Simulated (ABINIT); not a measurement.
**NaLiICl (P4/mmm): a self-consistent loop beyond G0W0, cycle by cycle**

How far does self-consistency move the gap of NaLiICl (P4/mmm)?

Calculated with ABINIT 10.8.3; LDA and many-body steps on it, plane waves.

## (1) The starting structure

The structure is tetragonal, space group P4/mmm (No. 123). Conventional cell: a = 4.092 Å, b = 4.092 Å, c = 6.215 Å, α = 90.00°, β = 90.00°, γ = 90.00°. Na has 4 Cl at 2.89 Å and 2 I at 3.11 Å nearest. Nearest to Li lie 4 I at 2.89 Å. Nearest to I lie 4 Li at 2.89 Å and 2 Na at 3.11 Å. Nearest to Cl lie 4 Na at 2.89 Å. Farther neighbours and most contacts between anions are not listed.

As a file:

```cif
data_structure
_symmetry_space_group_name_H-M 'P4/mmm'
_symmetry_Int_Tables_number 123
_cell_length_a 4.0916
_cell_length_b 4.0916
_cell_length_c 6.2153
_cell_angle_alpha 90.000
_cell_angle_beta 90.000
_cell_angle_gamma 90.000
_cell_volume 104.05
loop_
_atom_site_label
_atom_site_type_symbol
_atom_site_symmetry_multiplicity
_atom_site_Wyckoff_symbol
_atom_site_fract_x
_atom_site_fract_y
_atom_site_fract_z
_atom_site_occupancy
Na1 Na 1 d 0.50000 0.50000 0.50000 1
Li1 Li 1 a 0.00000 0.00000 0.00000 1
I1 I 1 c 0.50000 0.50000 0.00000 1
Cl1 Cl 1 b 0.00000 0.00000 0.50000 1
```

The cell and positions are those that the Materials Project relaxed with its own functionals (PBE, PBE+U or r2SCAN), kept fixed. Spin-orbit coupling is left out unless a step names it.

## (2) Empty states on the mesh, 2×2×2 mesh, 89 bands

This step: ABINIT 10.8.3; DFT, LDA, plane waves, norm-conserving pseudopotentials.

The sums over transitions need many empty states on a uniform mesh; this step solves for them.

Input file run.abi:

```
acell 3*1.0 Angstrom
rprim 
  4.091636000000 0.000000000000 0.000000000000
  0.000000000000 4.091636000000 0.000000000000
  0.000000000000 0.000000000000 6.215344000000
ntypat 4
znucl 11 3 53 17
natom 4
typat 1 2 3 4
xred 
  0.500000000000 0.500000000000 0.500000000000
  0.000000000000 0.000000000000 0.000000000000
  0.500000000000 0.500000000000 0.000000000000
  0.000000000000 0.000000000000 0.500000000000
pp_dirpath "pseudos"
pseudos "Na.upf, Li.upf, I.upf, Cl.upf"
ecut 38
ngkpt 2 2 2
nshiftk 1
shiftk 0 0 0
kptopt 1
chksymbreak 0
iscf -2
irdden 1
istwfk *1
nband 89
nbdbuf 8
tolwfr 1e-09
nstep 60
prtvol 0
indata_prefix "in"
outdata_prefix "out"
tmpdata_prefix "tmp"
```

Launch:

```
$ OMP_NUM_THREADS=1 mpirun -n 4 abinit run.abi > log
```

Numbers of over 12 decimals in the logs are rounded to 6 here.

Log:

```text
.Version 10.8.3 of ABINIT. v10.8.2 released Aug 2026.

 Symmetries : space group P4/m m m (#123); Bravais tP (primitive tetrag.)
[... echo of the input left out ...]
== DATASET  1 ==================================================================
-   mpi_nproc: 4, omp_nthreads: 1 (-1 if OMP is not activated)

--- !DatasetInfo
iteration_state: {dtset: 1, }
dimensions: {natom: 4, nkpt: 6, mband: 89, nsppol: 1, nspinor: 1, nspden: 1, mpw: 7872, }
cutoff_energies: {ecut:  38.0, pawecutdg:  -1.0, }
[...]
1.39038    1.39922    1.39922    1.43760    1.43760    1.47795    1.50024    1.50030
   1.50090    1.50090    1.51137    1.51137    1.52125    1.56215    1.56770    1.57982
   1.57983
 prteigrs : prtvol=0 or 1, do not print more k-points.

== END DATASET(S) ==============================================================
================================================================================

 -outvars: echo values of variables after computation  --------
            nband          89
             nkpt           6
          spgroup         123
 [... the other variables as echoed above ...]

 Calculation completed.
```

It took 39 s on 4 MPI ranks of Arm Neoverse V1, shared host; peak memory 0.37 GiB; 2.6 min of CPU time.

This step gave:

```
gap                                                           : 3.850 eV
k of the valence top                                          : 0.5, 0, 0.5
k of the conduction bottom                                    : 0, 0, 0
least direct gap                                              : 4.142 eV
k points computed                                             : 6
lowest point of the top converged band, above the valence top : 38.99 eV
```

On this mesh the gap is 3.850 eV.

The density comes from a self-consistent run that is not shown.

## (3) Screening, 2×2×2 mesh, 81 bands, screening to 106.1 eV

The RPA dielectric matrix is built and inverted for each q.

This step: RPA screening on LDA, plane waves, norm-conserving pseudopotentials.

Edit run.abi of step 2 so:

```diff
@@ -22,10 +22,11 @@
 chksymbreak 0
-iscf -2
-irdden 1
 istwfk *1
-nband 89
-nbdbuf 8
-tolwfr 1e-09
-nstep 60
-prtvol 0
+occopt 1
+irdwfk 1
+optdriver 3
+nband 81
+ecuteps 3.9
+inclvkb 2
+awtr 1
+symchi 1
 indata_prefix "in"
```

Log:

```text
.Version 10.8.3 of ABINIT. v10.8.2 released Aug 2026.

 Symmetries : space group P4/m m m (#123); Bravais tP (primitive tetrag.)
[... echo of the input left out ...]
== DATASET  1 ==================================================================
-   mpi_nproc: 4, omp_nthreads: 1 (-1 if OMP is not activated)

--- !DatasetInfo
iteration_state: {dtset: 1, }
dimensions: {natom: 4, nkpt: 6, mband: 81, nsppol: 1, nspinor: 1, nspden: 1, mpw: 7872, }
cutoff_energies: {ecut:  38.0, pawecutdg:  -1.0, }
electrons: {nelect:   2.60000000E+01, charge:   0.00000000E+00, occopt:   1.00000000E+00, tsmear:   1.00000000E-02, }

 SCREENING: Calculation of the susceptibility and dielectric matrices

 Based on a program developped by R.W. Godby, V. Olevano, G. Onida, and L. Reining.
 Incorporated in ABINIT by V. Olevano, G.-M. Rignanese, and M. Torrent.
.Using double precision arithmetic ; gwpc =  8

[... cell and pseudopotentials left out ...]
--------------------------------------------------------------------------------

 ==== K-mesh for the wavefunctions ====
 Number of points in the irreducible wedge :     6
[... list of points left out ...]
 Together with 16 symmetry operations and time-reversal symmetry
 yields     8 points in the full Brillouin Zone.

 ==== Q-mesh for the screening function ====
 Number of points in the irreducible wedge :     6
[... list of points left out ...]
 Together with 16 symmetry operations and time-reversal symmetry
 yields     8 points in the full Brillouin Zone.

 setmesh: FFT mesh size selected  =    30x   30x   45
          total number of points  =        40500

 vcoul_init : cutoff-mode = AUXILIARY_FUNCTION
 q-points for optical limit:   1
     1)      0.000010    0.000020    0.000030

- screening: taking advantage of time-reversal symmetry
- Maximum band index for partially occupied states nbvw = 13
- Remaining bands to be divided among processors   nbcw = 68
- Number of bands treated by each node ~17

 Number of electrons calculated from density =   26.0000; Expected =   26.0000
 average of density, n =  0.037027
 r_s =    1.8612
 omega_plasma =   18.5616 [eV]

 calculating chi0 at frequencies [eV] :
  1    0.000000E+00    0.000000E+00
  2    0.000000E+00    1.856156E+01

--------------------------------------------------------------------------------
  q-point number  1        q = ( 0.000000, 0.000000, 0.000000) [r.l.u.]
--------------------------------------------------------------------------------
[... chi0 elements left out ...]
 For q-point:  0.000010 0.000020 0.000030
  dielectric constant =   3.8954
  dielectric constant without local fields =   4.6211

  Average fulfillment of the sum rule on Im[epsilon] for q-point    1 :     55.23  [%]
[... wings left out ...]
  q-point number  2        q = ( 0.500000, 0.000000, 0.000000) [r.l.u.]
--------------------------------------------------------------------------------
[... chi0 elements left out ...]
  Average fulfillment of the sum rule on Im[epsilon] for q-point    2 :     59.74  [%]

 [... 4 further q-points ...]
```

Wall time 14 s (4 MPI ranks); peak memory 0.97 GiB; 56 s of CPU time.

Numbers from this step:

```yaml
eps_infinity_with_local_fields_on_this_mesh_along_the_program_s_q_direction: 3.895
the_same_without_local_fields: 4.621
plasma_frequency: 18.56 eV
plane_waves_in_the_screening_matrix: 255
```

Local fields lower ε∞ by 16 %. On a Γ-centred mesh this coarse the value itself is usually too large, while a short band sum pulls it down.

## (4) G0W0

The self-energy is evaluated for the states that the input lists, and the levels follow from it, in one-shot runs by the linearised quasiparticle equation.

This step: G0W0 on LDA, plane waves, norm-conserving pseudopotentials.

Edit run.abi of step 3 so:

```diff
@@ -25,8 +25,17 @@
 irdwfk 1
-optdriver 3
+optdriver 4
 nband 81
+gwcalctyp 0
+ecutsigx 38
+symsigma 1
+nkptgw 2
+kptgw 
+  0.5000000000 0.0000000000 0.5000000000
+  0.0000000000 0.0000000000 0.0000000000
+bdgw 
+  12 15
+  12 15
 ecuteps 3.9
-inclvkb 2
-awtr 1
-symchi 1
+irdscr 1
+ppmodel 1
 indata_prefix "in"
```

Log:

```text
.Version 10.8.3 of ABINIT. v10.8.2 released Aug 2026.

 Symmetries : space group P4/m m m (#123); Bravais tP (primitive tetrag.)
[... echo of the input left out ...]
== DATASET  1 ==================================================================
-   mpi_nproc: 4, omp_nthreads: 1 (-1 if OMP is not activated)

--- !DatasetInfo
iteration_state: {dtset: 1, }
dimensions: {natom: 4, nkpt: 6, mband: 81, nsppol: 1, nspinor: 1, nspden: 1, mpw: 7872, }
cutoff_energies: {ecut:  38.0, pawecutdg:  -1.0, }
electrons: {nelect:   2.60000000E+01, charge:   0.00000000E+00, occopt:   1.00000000E+00, tsmear:   1.00000000E-02, }

 SIGMA: Calculation of the GW corrections

 Based on a program developped by R.W. Godby, V. Olevano, G. Onida, and L. Reining.
 Incorporated in ABINIT by V. Olevano, G.-M. Rignanese, and M. Torrent.
.Using double precision arithmetic ; gwpc =  8

[... cell and pseudopotentials left out ...]
--------------------------------------------------------------------------------

 ==== K-mesh for the wavefunctions ====
 Number of points in the irreducible wedge :     6
[... list of points left out ...]
 Together with 16 symmetry operations and time-reversal symmetry
 yields     8 points in the full Brillouin Zone.

 ==== Q-mesh for screening function ====
 Number of points in the irreducible wedge :     6
[... list of points left out ...]
 Together with 16 symmetry operations and time-reversal symmetry
 yields     8 points in the full Brillouin Zone.

 vcoul_init : cutoff-mode = AUXILIARY_FUNCTION
 q-points for optical limit:   1
     1)      0.000010    0.000020    0.000030
 setmesh: FFT mesh size selected  =    45x   45x   72
          total number of points  =       145800

 Number of electrons calculated from density =   26.0000; Expected =   26.0000
 average of density, n =  0.037027
 r_s =    1.8612
 omega_plasma =   18.5616 [eV]

 === KS Band Gaps ===
  >>>> For spin  1
   Minimum direct gap =   4.1418 [eV], located at k-point      :   0.0000  0.0000  0.0000
   Fundamental gap    =   3.8495 [eV], Top of valence bands at :   0.5000  0.0000  0.5000
                                       Bottom of conduction at :   0.0000  0.0000  0.0000
 SIGMA fundamental parameters:
 PLASMON POLE MODEL  1
 number of plane-waves for SigmaX                 7837
 number of plane-waves for SigmaC and W            255
 number of plane-waves for wavefunctions          7837
 number of bands                                    81
 number of independent spin polarizations            1
 number of spinorial components                      1
 number of k-points in IBZ                           6
 number of q-points in IBZ                           6
 number of symmetry operations                      16
 number of k-points in BZ                            8
 number of q-points in BZ                            8
 number of frequencies for dSigma/dE                 9
 frequency step for dSigma/dE [eV]                0.25
 number of omega for Sigma on real axis              0
 max omega for Sigma on real axis  [eV]           0.00
 zcut for avoiding poles [eV]                     0.10

 EPSILON^-1 parameters (SCR file):
 dimension of the eps^-1 matrix on file            255
 dimension of the eps^-1 matrix used               255
 number of plane-waves for wavefunctions          7837
 number of bands                                    81
 number of q-points in IBZ                           6
 number of frequencies                               2
 number of real frequencies                          1
 number of imag frequencies                          1

 matrix elements of self-energy operator (all in [eV])

 Perturbative Calculation

--- !SelfEnergy_ee
iteration_state: {dtset: 1, }
kpoint     : [   0.500,    0.000,    0.500, ]
spin       : 1
KS_gap     :    4.587
QP_gap     :    6.572
Delta_QP_KS:    1.985
data: !SigmaeeData |
     Band     E0 <VxcDFT>   SigX SigC(E0)      Z dSigC/dE  Sig(E)    E-E0       E
       12  -0.494 -12.026 -15.122   1.986   0.805  -0.242 -12.919  -0.894  -1.388
       13   0.075 -11.443 -14.328   1.822   0.812  -0.231 -12.306  -0.863  -0.787
       14   4.662  -7.441  -3.202  -2.904   0.841  -0.189  -6.319   1.122   5.784
       15   5.396  -7.746  -3.089  -3.063   0.837  -0.194  -6.411   1.335   6.730

--- !SelfEnergy_ee
iteration_state: {dtset: 1, }
kpoint     : [   0.000,    0.000,    0.000, ]
spin       : 1
KS_gap     :    4.142
QP_gap     :    6.326
Delta_QP_KS:    2.184
data: !SigmaeeData |
     Band     E0 <VxcDFT>   SigX SigC(E0)      Z dSigC/dE  Sig(E)    E-E0       E
       12  -0.217 -11.873 -14.955   1.962   0.808  -0.237 -12.778  -0.906  -1.122
       13  -0.217 -11.873 -14.955   1.962   0.808  -0.237 -12.778  -0.906  -1.122
       14   3.925  -8.236  -3.756  -2.961   0.842  -0.188  -6.958   1.278   5.203
       15   5.327  -8.452  -3.776  -3.025   0.837  -0.195  -7.071   1.381   6.708

== END DATASET(S) ==============================================================
================================================================================

 -outvars: echo values of variables after computation  --------
           etotal      0.0000000000E+00
            nband          81
             nkpt           6
          spgroup         123
 [... the other variables as echoed above ...]

 Calculation completed.
```

Wall time 8.3 s (4 MPI ranks); peak memory 0.77 GiB; 33 s of CPU time.

Numbers from this step:

```
G0W0 gap on the points computed              : 5.99 eV
starting gap on the mesh                     : 3.850 eV
k of the valence top                         : 0.5, 0, 0.5
k of the conduction bottom                   : 0, 0, 0
Z at the valence top                         : 0.812
Z at the conduction bottom                   : 0.842
least direct G0W0 gap on the computed points : 6.325 eV
```

The gap on the mesh goes from 3.85 eV to 5.99 eV, a correction of +2.14 eV.

## (5) evGW0, cycle 1

This step: evGW0 on LDA, plane waves, norm-conserving pseudopotentials.

Edit run.abi of step 4 so:

```diff
@@ -27,12 +27,20 @@
 nband 81
-gwcalctyp 0
+gwcalctyp 10
 ecutsigx 38
 symsigma 1
-nkptgw 2
+nkptgw 6
 kptgw 
+  0.0000000000 0.0000000000 0.0000000000
+  0.5000000000 0.0000000000 0.0000000000
+  0.5000000000 0.5000000000 0.0000000000
+  0.0000000000 0.0000000000 0.5000000000
   0.5000000000 0.0000000000 0.5000000000
-  0.0000000000 0.0000000000 0.0000000000
+  0.5000000000 0.5000000000 0.5000000000
 bdgw 
-  12 15
-  12 15
+  8 17
+  8 17
+  8 17
+  8 17
+  8 17
+  8 17
 ecuteps 3.9
```

Log:

```text
.Version 10.8.3 of ABINIT. v10.8.2 released Aug 2026.

 Symmetries : space group P4/m m m (#123); Bravais tP (primitive tetrag.)
[... echo of the input left out ...]
== DATASET  1 ==================================================================
-   mpi_nproc: 4, omp_nthreads: 1 (-1 if OMP is not activated)

--- !DatasetInfo
iteration_state: {dtset: 1, }
dimensions: {natom: 4, nkpt: 6, mband: 81, nsppol: 1, nspinor: 1, nspden: 1, mpw: 7872, }
cutoff_energies: {ecut:  38.0, pawecutdg:  -1.0, }
electrons: {nelect:   2.60000000E+01, charge:   0.00000000E+00, occopt:   1.00000000E+00, tsmear:   1.00000000E-02, }

 SIGMA: Calculation of the GW corrections

 Based on a program developped by R.W. Godby, V. Olevano, G. Onida, and L. Reining.
 Incorporated in ABINIT by V. Olevano, G.-M. Rignanese, and M. Torrent.
.Using double precision arithmetic ; gwpc =  8

[... cell and pseudopotentials left out ...]
--------------------------------------------------------------------------------

 ==== K-mesh for the wavefunctions ====
 Number of points in the irreducible wedge :     6
[... list of points left out ...]
 Together with 16 symmetry operations and time-reversal symmetry
 yields     8 points in the full Brillouin Zone.

 ==== Q-mesh for screening function ====
 Number of points in the irreducible wedge :     6
[... list of points left out ...]
 Together with 16 symmetry operations and time-reversal symmetry
 yields     8 points in the full Brillouin Zone.

 vcoul_init : cutoff-mode = AUXILIARY_FUNCTION
 q-points for optical limit:   1
     1)      0.000010    0.000020    0.000030
 setmesh: FFT mesh size selected  =    45x   45x   72
          total number of points  =       145800

 Number of electrons calculated from density =   26.0000; Expected =   26.0000
[...]
KS_gap     :    4.587
QP_gap     :    6.572
Delta_QP_KS:    1.985
data: !SigmaeeData |
     Band     E_DFT   <VxcDFT>   E(N-1)  <Hhartree>   SigX  SigC[E(N-1)]    Z     dSigC/dE  Sig[E(N)]  DeltaE  E(N)_pert E(N)_diago
[...]
--- !SelfEnergy_ee
iteration_state: {dtset: 1, }
kpoint     : [   0.500,    0.500,    0.500, ]
spin       : 1
KS_gap     :    6.350
QP_gap     :    8.435
Delta_QP_KS:    2.085
data: !SigmaeeData |
     Band     E_DFT   <VxcDFT>   E(N-1)  <Hhartree>   SigX  SigC[E(N-1)]    Z     dSigC/dE  Sig[E(N)]  DeltaE  E(N)_pert E(N)_diago
[...]
16     7.317    -8.404     7.317    15.721    -3.995    -3.011     0.830    -0.204    -7.243     1.161     8.478     8.715
       17     7.317    -8.404     7.317    15.721    -3.995    -3.011     0.830    -0.204    -7.243     1.161     8.478     8.715

 New Fermi energy :        8.189920E-02 Ha ,    2.228591E+00 eV

 === QP Band Gaps ===
  >>>> For spin  1
   Minimum direct gap =   6.7594 [eV], located at k-point      :   0.0000  0.0000  0.0000
   Fundamental gap    =   6.4310 [eV], Top of valence bands at :   0.5000  0.0000  0.5000
                                       Bottom of conduction at :   0.0000  0.0000  0.0000

 writing QP data on file : out_QPS

 Convergence of QP corrections
 >>>>> For spin  1 <<<<<
.  kptgw no:  1; Maximum DeltaE = (  -1.132   0.005) for band index:  8
.  kptgw no:  2; Maximum DeltaE = (  -1.090   0.002) for band index: 10
.  kptgw no:  3; Maximum DeltaE = (  -1.116   0.000) for band index:  8
.  kptgw no:  4; Maximum DeltaE = (  -0.882   0.001) for band index:  8
.  kptgw no:  5; Maximum DeltaE = (  -1.170   0.002) for band index:  9
.  kptgw no:  6; Maximum DeltaE = (  -1.014  -0.000) for band index:  8

== END DATASET(S) ==============================================================
================================================================================

 -outvars: echo values of variables after computation  --------
           etotal      0.0000000000E+00
            nband          81
             nkpt           6
          spgroup         123
 [... the other variables as echoed above ...]

 Calculation completed.
```

The job ended after 35 s (4 MPI ranks; peak memory 1.3 GiB; 2.4 min of CPU time).

Numbers from this step:

* quasiparticle gap on the mesh: 6.431 eV
* gap of the density functional on the mesh: 3.850 eV
* k of the valence top: 0.5, 0, 0.5
* k of the conduction bottom: 0, 0, 0
* Z at the valence top: 0.812
* Z at the conduction bottom: 0.842
* least direct quasiparticle gap on the computed points: 6.759 eV

Against G0W0 in ABINIT (2×2×2 mesh, 81 bands, screening to 106.1 eV, Godby-Needs plasmon pole), the gap moves by +0.441 eV. This first cycle still uses the starting levels; it takes the full correction, at all points of the mesh, and its linearised value is 5.990 eV.

## (6) evGW0, cycle 2

The corrected levels of the last cycle go back in.

Edit run.abi of step 5 so:

```diff
@@ -48,2 +48,3 @@
 ppmodel 1
+irdqps 1
 indata_prefix "in"
```

Log:

```text
.Version 10.8.3 of ABINIT. v10.8.2 released Aug 2026.

 Symmetries : space group P4/m m m (#123); Bravais tP (primitive tetrag.)
[... echo of the input left out ...]
== DATASET  1 ==================================================================
-   mpi_nproc: 4, omp_nthreads: 1 (-1 if OMP is not activated)

--- !DatasetInfo
iteration_state: {dtset: 1, }
dimensions: {natom: 4, nkpt: 6, mband: 81, nsppol: 1, nspinor: 1, nspden: 1, mpw: 7872, }
cutoff_energies: {ecut:  38.0, pawecutdg:  -1.0, }
[...]
.  kptgw no:  4; Maximum DeltaE = (   0.080  -0.000) for band index:  8
.  kptgw no:  5; Maximum DeltaE = (   0.072  -0.000) for band index: 10
.  kptgw no:  6; Maximum DeltaE = (   0.082  -0.000) for band index:  9

== END DATASET(S) ==============================================================
================================================================================

 -outvars: echo values of variables after computation  --------
           etotal      0.0000000000E+00
            nband          81
             nkpt           6
          spgroup         123
 [... the other variables as echoed above ...]

 Calculation completed.
```

Elapsed: 35 s, on 4 MPI ranks; peak memory 1.3 GiB.

This step gave:

```yaml
quasiparticle_gap_on_the_mesh: 6.253 eV
gap_of_the_density_functional_on_the_mesh: 3.850 eV
k_of_the_valence_top: 0.5, 0, 0.5
k_of_the_conduction_bottom: 0, 0, 0
least_direct_quasiparticle_gap_on_the_computed_points: 6.581 eV
```

Against the cycle before, the gap moves by −0.178 eV.

(Part 1 of 3 ends here.)

[Paths, hosts, dates, memory and timing lines, banners, echoed tables and standing remarks are left out of the program output.]

[Logs are printed without paths, hosts, clocks, repeated set-up lines and the standing remarks that a program may print on its own settings, such as how far it seeks lower states.]

[Runs of the session that timed out or met a known fault of the program may be left out.]

[Hosts, paths, dates, database ids (printed as entryN), source tags and the programs' standing remarks are cut or masked in the printed files.]

[G0W0 gaps are taken among the corrected bands and points alone; a level outside them can change the order at an edge.]

[Where Ansatz stands beside ABINIT at settings called matched, ABINIT's density can come from a denser mesh and the files from another edition; pairs whose starting gaps differed by over 0.03 eV were left out, so agreement reads better than it is.]
